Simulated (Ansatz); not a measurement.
An input for Ansatz 0.2.0 (Sr2SiS4 (P2_1/m)):

```yaml
crystal:
  lattice:
    - [6.6087392105, 0.0, 0.0]
    - [0.0, 6.65954238, 0.0]
    - [-2.5827482587, 0.0, 7.848229828]
  atoms:
    - { symbol: Sr, position: [0.2836712, 0.75, 0.95180912] }
    - { symbol: Sr, position: [0.7163288, 0.25, 0.04819088] }
    - { symbol: Sr, position: [0.2248299, 0.75, 0.42926377] }
    - { symbol: Sr, position: [0.7751701, 0.25, 0.57073623] }
    - { symbol: Si, position: [0.72130103, 0.75, 0.7968462] }
    - { symbol: Si, position: [0.27869897, 0.25, 0.2031538] }
    - { symbol: S, position: [0.88645343, 0.75, 0.06157594] }
    - { symbol: S, position: [0.11354657, 0.25, 0.93842406] }
    - { symbol: S, position: [0.91690048, 0.75, 0.63566798] }
    - { symbol: S, position: [0.08309952, 0.25, 0.36433202] }
    - { symbol: S, position: [0.51038414, 0.50196672, 0.7372482] }
    - { symbol: S, position: [0.48961586, 0.00196672, 0.2627518] }
    - { symbol: S, position: [0.48961586, 0.49803328, 0.2627518] }
    - { symbol: S, position: [0.51038414, 0.99803328, 0.7372482] }
kpoints:
  mp_grid: { grid: [4, 4, 4] }
hamiltonian:
  xc: r2scan
scf:
  occupations: { method: fixed }
dielectric: {}
```

```sh
ansatz run input.yaml --threads 24 --pin off --max-ram 82944MiB --backend cuda --events-out ev --progress --plain --runs-dir out --devices 1 --max-vram 78GiB
```

**Question.** Estimate wall time and host memory on 1 × NVIDIA GB200 (shared by 2 runs) with 24 threads of Arm Neoverse V2, shared host.

It took 17 s; on shared hardware allow 8.5 s to 34 s. Peak host memory was 6.2 GiB.

[Paths, hosts, dates, memory and timing lines, banners, echoed tables and standing remarks are left out of the program output.]

[Logs are printed without paths, hosts, clocks, repeated set-up lines and the standing remarks that a program may print on its own settings, such as how far it seeks lower states.]

[Runs of the session that timed out or met a known fault of the program may be left out.]

[Cells called generated may have been cut or substituted from an entry of the Crystallography Open Database or the Materials Project.]

[Hosts, paths, dates, database ids (printed as entryN), source tags and the programs' standing remarks are cut or masked in the printed files.]
